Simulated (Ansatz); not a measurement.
# CuF (model cell, started as wurtzite): following an unstable mode

Which phase does CuF (model cell, started as wurtzite) fall into along its unstable mode, and how much energy does it gain?

Main program and level: Ansatz 0.2.0; DFT PBEsol, scalar-relativistic, plane waves, PAW.

This is a report of a sequence of runs, with most program output left out.

The structure was built from a prototype and need not be the compound's stable phase.

### Step 1. Starting point

Symmetry: P6_3mc, No. 186, hexagonal system. Conventional cell: a = 2.753 Å, b = 2.753 Å, c = 6.752 Å, α = 90.00°, β = 90.00°, γ = 120.00°. Nearest to Cu lie 4 F at 1.90 to 2.17 Å. Nearest to F lie 4 Cu at 1.90 to 2.17 Å. Farther neighbours and most contacts between anions are not listed.

### Step 2. The dispersion

The cell comes from relaxations at this level that are not shown. The mesh has a single point along some directions, so zone-edge points there are not solved. Linear response on a 3×3×1 q mesh gives force constants as far as a supercell of that size would.

Contents of input.yaml:

```yaml
crystal:
  lattice:
    - [2.7533824351, -2.4657e-06, 0.0]
    - [-1.3766890822, 2.384500368, 0.0]
    - [0.0, 0.0, 6.7521585394]
  atoms:
    - { symbol: Cu, position: [0.3333333333, 0.6666666667, 0.047034047] }
    - { symbol: Cu, position: [0.6666666667, 0.3333333333, 0.547034047] }
    - { symbol: F, position: [0.3333333333, 0.6666666667, 0.327965953] }
    - { symbol: F, position: [0.6666666667, 0.3333333333, 0.827965953] }
kpoints:
  mp_grid: { grid: [15, 15, 6] }
hamiltonian:
  xc: pbesol
scf:
  occupations: { method: methfessel_paxton, width: 0.15 }
output:
  eigenvalues: true
phonons:
  method: dfpt
  qmesh: [3, 3, 1]
  temperatures: { t_max: 1000, t_step: 50 }
  qpath:
    path:
      - [[0.0, 0.0, 0.0], [0.5, 0.0, 0.0], [0.33333333, 0.33333333, 0.0], [0.0, 0.0, 0.0], [0.0, 0.0, 0.5], [0.5, 0.0, 0.5], [0.33333333, 0.33333333, 0.5], [0.0, 0.0, 0.5]]
      - [[0.5, 0.0, 0.5], [0.5, 0.0, 0.0]]
      - [[0.33333333, 0.33333333, 0.5], [0.33333333, 0.33333333, 0.0]]
    npoints: 10
```

On the command line:

```console
$ ansatz run input.yaml --threads 4 --pin off --max-ram 7168MiB --backend cpu --events-out ev --progress --plain --runs-dir out
```

It took 12 min on 4 threads of Arm Neoverse V2, shared host; peak memory 4.1 GiB; 48 min of CPU time.

This run has no spin polarisation, although Cu can carry a moment.

Numbers from this step:

| Property | Result |
| --- | --- |
| volume per atom | 11.08 Å³ |
| gap on the k-mesh | 0.08065 eV |
| sum-rule residual before enforcement | 1.29e-4 eV/Å² |
| point group | 6mm |
| highest optical mode at the zone centre (no LO-TO term) | 438.3 cm⁻¹ |
| lowest optical zone-centre mode | -55.31 cm⁻¹ |
| lowest mode on the q mesh (acoustic modes at Γ apart) | -55.31 cm⁻¹ |
| highest frequency at a solved wavevector (no LO-TO term at Γ) | 438.3 cm⁻¹ |

Frequencies (cm⁻¹) solved at each irreducible wavevector; negative means imaginary. Frequencies by wavevector, by row:

```csv
q in reciprocal lattice units,star,mode 1,mode 2,mode 3,mode 4,mode 10,mode 11,mode 12
0 0 0,1,-55.3,-55.3,-48.9,-48.9,269,423.4,438.3
0 0.3333 0,6,14.5,30.5,35.7,62.9,277.4,384.1,401
0.3333 0.3333 0,2,49.9,64.6,64.6,66.6,265.2,377,377
```

Symmetry leaves 3 wavevectors to solve. The lowest mode among them, the acoustic zeros apart, lies at Γ and is imaginary, 55.3i cm⁻¹, so the energy falls along it.

### Step 3. The mode frozen in, largest atomic shift 0 Å

The mode followed lies at Γ with frequency 48.9i cm⁻¹ and is 2-fold degenerate, one of the unstable modes though not the softest. At small amplitude the distorted cell has space group no. 36 by a symmetry search on the positions. The undistorted cell that holds it gives the zero of energy on the same k mesh.

input.yaml, the sections that differ from step 2:

```yaml
output:
  forces: true
  stress: true
  eigenvalues: true
# crystal, kpoints, hamiltonian, scf: as in step 2
# phonons: removed
```

It took 3.4 s on 4 threads; peak memory 0.38 GiB; 13 s of CPU time.

This step gave:

| Item | Value |
| --- | --- |
| pressure | 0.001689 GPa |
| gap on the k-mesh | 0.08066 eV |
| energy from the undistorted cell | 0 meV/atom |

The run ends at a pressure of 0.00 GPa.

### Step 4. The mode frozen in, largest atomic shift 0.22 Å

The atoms are moved along the unstable eigenvector, the largest shift by 0.22 Å, with the cell fixed.

input.yaml, the sections that differ from step 3:

```yaml
crystal:
  lattice:
    - [2.7533824351, -2.4657e-06, 0.0]
    - [-1.3766890822, 2.384500368, 0.0]
    - [0.0, 0.0, 6.7521585394]
  atoms:
    - { symbol: Cu, position: [0.2872020522, 0.5744041044, 0.047034047] }
    - { symbol: Cu, position: [0.7127979478, 0.4255958956, 0.547034047] }
    - { symbol: F, position: [0.3178789543, 0.6357579087, 0.327965953] }
    - { symbol: F, position: [0.6821210457, 0.3642420913, 0.827965953] }
# kpoints, hamiltonian, scf, output: as in step 3
```

Run time: 7.2 s. Hardware: 4 threads; peak memory 0.51 GiB.

Numbers from this step:

* pressure: 0.6541 GPa
* gap on the k-mesh: 0 eV
* energy from the undistorted cell: -2.713 meV/atom

The energy, extrapolated to zero smearing, is -2.71 meV/atom against the undistorted cell.

The run ends at a pressure of 0.65 GPa, with forces up to 0.16 eV/Å.

### Step 5. Energy along the mode, all amplitudes (two of the runs are shown above)

An imaginary frequency means negative curvature, so the energy should fall and then rise again as anharmonic terms take over.

Numbers from this step:

```
depth at the lowest point sampled  : 2.713 meV/atom
largest atomic shift at that point : 0.22 Å
```

Energy from the parent against largest shift of an atom, one sign:

```csv
"largest shift of an atom, one sign (Å)",energy from the parent (meV/atom)
0.000,0
0.040,-0.207
0.080,-0.738
0.140,-1.76
0.220,-2.71
0.320,-2.26
0.450,2.13
0.600,12.5
```

Displacement at unit largest shift by atom:

```csv
atom,x (Å),y (Å),z (Å),size
Cu1,0.00,-1.00,0.00,1.00
Cu2,0.00,1.00,0.00,1.00
F3,0.00,-0.34,0.00,0.34
F4,0.00,0.34,0.00,0.34
```

The lowest of the steps tried is at 0.22 Å, 2.71 meV/atom below the parent; the bottom of the well need not coincide with a step.

### Step 6. Relaxation from the frozen mode

Starting from the lowest point found, all atoms and the cell are let go, so that strain and other modes of the same symmetry can join in.

Edit input.yaml of step 4 so:

```diff
@@ -20 +20,10 @@
   eigenvalues: true
+  write_density: true
+  write_potential: true
+  elf: true
+  volumetric_format: npy
+relax:
+  adjacent_minimum: "off"
+  f_tol: 0.002
+  max_steps: 120
+  cell: { stress_tol: 0.03 }
```

It took 2.2 min on 4 threads; peak memory 0.57 GiB; 8.8 min of CPU time.

Step by step:

```csv
step,energy less that of the first step (eV),largest force component (eV/Å),pressure (GPa),volume (Å³)
1,0.0000,0.1609,0.65,44.33
2,-0.0020,0.1297,0.28,44.48
3,-0.0061,0.0347,0.07,44.60
4,-0.0059,0.0467,-0.26,45.43
5,-0.0111,0.0205,-0.52,45.26
6,-0.0153,0.0113,0.35,44.91
7,-0.0152,0.0092,-0.20,45.09
8,-0.0154,0.0040,-0.09,45.12
9,-0.0155,0.0010,0.02,45.10
10,-0.0155,0.0006,-0.02,45.11
11,-0.0155,0.0001,0.00,45.11
12*,-0.0197,0.0010,0.16,45.11
13,-0.0194,0.0001,0.04,45.21
14,-0.0192,0.0010,0.00,45.25
15*,-0.0199,0.0011,0.01,45.25
16,-0.0198,0.0019,0.00,45.26
17*,-0.0199,0.0019,0.01,45.26
```

Relaxation steps marked * repeat the geometry before them on a plane-wave basis chosen anew for their cell, so energy and pressure can jump there.

The run keeps the 4 symmetry operations that it works with, so distortions that break them were not tested.

```csv
cell as run,before,after,change
a (Å),2.753,2.713,-1.5 %
b (Å),2.753,2.786,+1.2 %
c (Å),6.752,6.857,+1.6 %
γ (°),120.00,119.14,-0.7 %
volume (Å³/atom),11.08,11.32,+2.1 %
```

The atoms that moved most (Å, as changes of fractional coordinates times the final cell):

```csv
atom,dx,dy,dz,length
F4,0.000,0.330,-0.024,0.331
F3,0.000,-0.330,-0.024,0.331
Cu1,0.000,-0.181,0.024,0.182
Cu2,0.000,0.181,0.024,0.182
```

Final coordinates:

```
Cu F
1.0
     2.71309    0.00000    0.00000
    -1.35655    2.43298    0.00000
     0.00000    0.00000    6.85700
Cu F
2 2
Cartesian
  0.0000 1.2166 0.3462
  1.3565 1.2164 3.7747
  0.0000 1.2168 2.2252
  1.3565 1.2162 5.6537
```

Numbers from this step:

| Item | Value |
| --- | --- |
| pressure | 0.005048 GPa |
| volume per atom | 11.32 Å³ |

Electrostatic potential energy in the ac plane at fractional y = 0.500, with atoms of Cu and F within 0.2 Å of it. With pseudopotentials it is smooth inside the atoms' cores, unlike the true potential.

Ten even steps from '0' (-44 eV) to '9' (14 eV), each cell a mean:
```
75322357899998
88766788877778
89999998532235
79999997311113
79999997321123
99999999643346
99999999987789
89999998866668
78999987421124
47999974100001
37899873000000
57999975200002
78999987432234
88766788877778
85322358999999
73111137999999
73111137999999
96433469999999
99877899999999
88766788999999
74211247899998
41000014799997
30000003789987
41000014799997
```
Columns run along a (2.7 Å; values clipped at the 3rd and 97th percentile), rows up along c (6.9 Å). Atoms in or near the plane, at fractional coordinates: Cu at (0.25, 0.05), Cu at (0.75, 0.55), F at (0.25, 0.32), F at (0.75, 0.82).

Valence density in the ac plane at fractional y = 0.500, with atoms of Cu and F within 0.2 Å of it. It is the smooth field of the valence electrons, not physical close to the nuclei.

Values in e/Å³, 24 rows by 14 columns, each cell a mean:
```
 1  1  3  4  4  3  1  1  0  0  0  0  0  0
 0  0  1  1  1  1  0  0  1  1  1  1  1  1
 1  0  0  0  0  0  0  1  2  4  6  6  4  2
 1  0  0  0  0  0  0  1  4  8 12 12  8  4
 1  0  0  0  0  0  0  1  3  7 11 11  7  3
 1  0  0  0  0  0  0  1  1  3  4  4  3  1
 0  0  0  0  0  0  0  0  1  1  1  1  1  1
 0  0  0  0  0  0  0  0  0  1  1  1  1  0
 1  0  0  0  0  0  0  1  2  4  6  6  4  2
 2  1  0  0  0  0  1  2  6 18 34 34 18  6
 2  1  0  0  0  0  1  2  9 29 59 59 29  9
 1  0  0  0  0  0  0  1  5 14 27 27 14  5
 1  0  0  0  0  0  0  1  2  3  6  6  3  2
 0  1  1  2  2  1  1  0  0  0  1  1  0  0
 1  2  4  6  6  4  2  1  0  0  0  0  0  0
 1  4  8 12 12  8  4  1  0  0  0  0  0  0
 1  3  7 11 11  7  3  1  0  0  0  0  0  0
 1  1  3  4  4  3  1  1  0  0  0  0  0  0
 0  1  1  1  1  1  1  0  0  0  0  0  0  0
 0  0  1  1  1  1  0  0  0  0  0  0  0  0
 1  2  4  7  7  4  2  1  0  0  0  0  0  0
 2  5 16 32 32 16  5  2  1  0  0  0  0  1
 2  9 29 59 59 29  9  2  1  0  0  0  0  1
 2  5 16 31 31 16  5  2  1  0  0  0  0  1
```
Columns run along a (2.7 Å), rows up along c (6.9 Å). Atoms in or near the plane, at fractional coordinates: Cu at (0.25, 0.05), Cu at (0.75, 0.55), F at (0.25, 0.32), F at (0.75, 0.82).

ELF in the ac plane at fractional y = 0.500, with atoms of Cu and F within 0.2 Å of it. It is the smooth field of the valence electrons, not physical close to the nuclei.

Ten even steps from '0' (0.03) to '9' (0.90), each cell a mean:
```
01122110123321
10000001467764
63000036887788
85100158975579
85100158886688
63000036888888
21000012455554
00000000011110
11111111122221
21111112358853
21111112379973
11011011257752
00122100122221
24677642000000
68877886300003
89755798510015
88766788510015
68888886300003
23555532100001
01111110000000
11233211111111
23577532111111
23799732111111
13577531101101
```
Columns run along a (2.7 Å), rows up along c (6.9 Å). Atoms in or near the plane, at fractional coordinates: Cu at (0.25, 0.05), Cu at (0.75, 0.55), F at (0.25, 0.32), F at (0.75, 0.82).

The distorted start has space group Cmc2_1; the relaxation ends in Fmm2.

### Step 7. The new phase in its own primitive cell

The relaxed structure is symmetrised, reduced to its primitive cell and relaxed tightly, as its phonons need.

System of this step: CuF (model cell, started as wurtzite). It takes space group Fmm2 (No. 42, orthorhombic). The conventional cell has a = 2.713 Å, b = 4.866 Å, c = 6.857 Å, α = 90.00°, β = 90.00°, γ = 90.00°. Nearest to Cu lie 3 F at 1.88 to 2.06 Å. F has 3 Cu at 1.88 to 2.06 Å nearest. Farther neighbours and most contacts between anions are not listed.

Contents of input.yaml:

```yaml
crystal:
  lattice:
    - [0.0, 2.4329813957, 3.4284990709]
    - [1.3565472513, 0.0, 3.4284990709]
    - [1.3565472513, 2.4329813957, 0.0]
  atoms:
    - { symbol: Cu, position: [0.3004864514, 0.3004864514, 0.6995135486] }
    - { symbol: F, position: [0.5745135486, 0.5745135486, 0.4254864514] }
kpoints:
  mp_grid: { grid: [16, 16, 16] }
hamiltonian:
  xc: pbesol
scf:
  occupations: { method: methfessel_paxton, width: 0.15 }
output:
  forces: true
  stress: true
  eigenvalues: true
relax:
  adjacent_minimum: "off"
  f_tol: 0.001
  max_steps: 60
  cell: { stress_tol: 0.01 }
```

The job ended after 46 s (4 threads; peak memory 0.59 GiB).

Little changed from the start: no atom moved by 0.005 Å and no cell edge by 0.1 %.

This step gave:

| Item | Value |
| --- | --- |
| pressure | -1.41e-5 GPa |

The largest force component left is 0.066 meV/Å and the pressure is 0.000 GPa, within the tolerances set. The cell now holds 11.32 Å³/atom.

### Step 8. Modes of the new phase, k-mesh 16×16×16

A relaxed structure may still be a saddle point, so its zone-centre modes are computed. No field response is asked, since the mesh shows no gap.

input.yaml, the sections that differ from step 7:

```yaml
crystal:
  lattice:
    - [0.0, 2.4332054583, 3.4286448779]
    - [1.3564660599, 0.0, 3.4286448779]
    - [1.3564660599, 2.4332054583, 0.0]
  atoms:
    - { symbol: Cu, position: [0.3004998202, 0.3004998202, 0.6995001798] }
    - { symbol: F, position: [0.5745001798, 0.5745001798, 0.4254998202] }
output:
  eigenvalues: true
phonons:
  method: dfpt
# kpoints, hamiltonian, scf: as in step 7
# relax: removed
```

Run time: 45 s. Hardware: 4 threads; peak memory 0.96 GiB; 2.8 min of CPU time.

This step gave:

| Property | Result |
| --- | --- |
| sum-rule residual before enforcement | 6.93e-5 eV/Å² |
| point group | mm2 |
| highest optical mode at the zone centre (no LO-TO term) | 463.3 cm⁻¹ |
| lowest optical zone-centre mode | -135.8 cm⁻¹ |

Patterns of degenerate modes are one choice out of their space. The modes at Γ (shares of kinetic energy by element, %) (negative means imaginary):

```csv
mode,frequency (cm⁻¹),symmetry,Cu %,F %
1,-135.8,B1,23,77
2,0.0,acoustic,77,23
3,0.0,acoustic,77,23
4,0.0,acoustic,77,23
5,99.9,B2,23,77
6,463.3,A1,23,77
```

Displacements in mode 1 (-135.8 cm⁻¹), the largest set to 1:
```
Cu1 -0.30  0.00  0.00
F2   1.00  0.00  0.00
```

Displacements in mode 6 (463.3 cm⁻¹), the largest set to 1:
```
Cu1  0.00  0.00 -0.30
F2   0.00  0.00  1.00
```

Before it was imposed, the acoustic sum rule was missed by 6.9e-5 eV/Å². Small misses are needed for a sound result but don't prove that mesh and cutoff are converged. The lowest optical mode is imaginary, 135.8i cm⁻¹, so the energy falls along it.

### Step 9. Results

| Quantity | Value |
| --- | --- |
| unstable mode of the parent | q = (0, 0, 0), 49i cm⁻¹ |
| depth at the lowest point sampled | 2.71 meV/atom |
| largest atomic shift at that point | 0.22 Å |
| space group reached (within 0.01 Å) | Fmm2 |
| energy gained over the parent (first relaxation, on the mesh of the frozen mode) | 7.50 meV/atom |
| volume per atom, phase reached | 11.3 Å³ |
| lowest optical zone-centre mode, phase reached | -136 cm⁻¹ |
| highest optical mode at the zone centre (no LO-TO term), phase reached | 463 cm⁻¹ |

What this shows: Along this mode the structure falls into Fmm2, 7.50 meV/atom below the parent. At the parent's cell the well is 2.713 meV/atom deep on the steps tried, with its lowest point at a shift of 0.22 Å. Relaxing atoms and cell changes the gain by +4.78 meV/atom against the lowest step (energies at zero smearing). Most of the total comes from this relaxation. The new phase still has an imaginary mode at the zone centre of its cell, so it is a saddle point on the way to a lower structure. Of the 2 patterns followed to their end from this parent, this one ends 20.1 meV/atom above the lowest, Cm. Each path keeps the symmetry of its pattern, so a lower phase may lie along a pattern not tried. The q mesh is too sparse to interpolate, so only the solved wavevectors are given. With no gap, or one that is small against the smearing, the frequencies hang on the k mesh and the smearing, most of all near Kohn anomalies. Where the field response was not run the interpolation lacks the dipole term, so the LO-TO splitting is missing from branches, density of states and sums. A semilocal functional can close a gap that the real compound would have, so the metallic treatment may be an artefact of the level. A phonon run warned that its eigensolver left some bands unconverged in a pass. The starting cell was built on a prototype and not taken from a measurement, so the phase need not exist.

[Logs are printed without paths, hosts, clocks, repeated set-up lines and the standing remarks that a program may print on its own settings, such as how far it seeks lower states.]

[Hosts, paths, dates, database ids (printed as entryN), source tags and the programs' standing remarks are cut or masked in the printed files.]
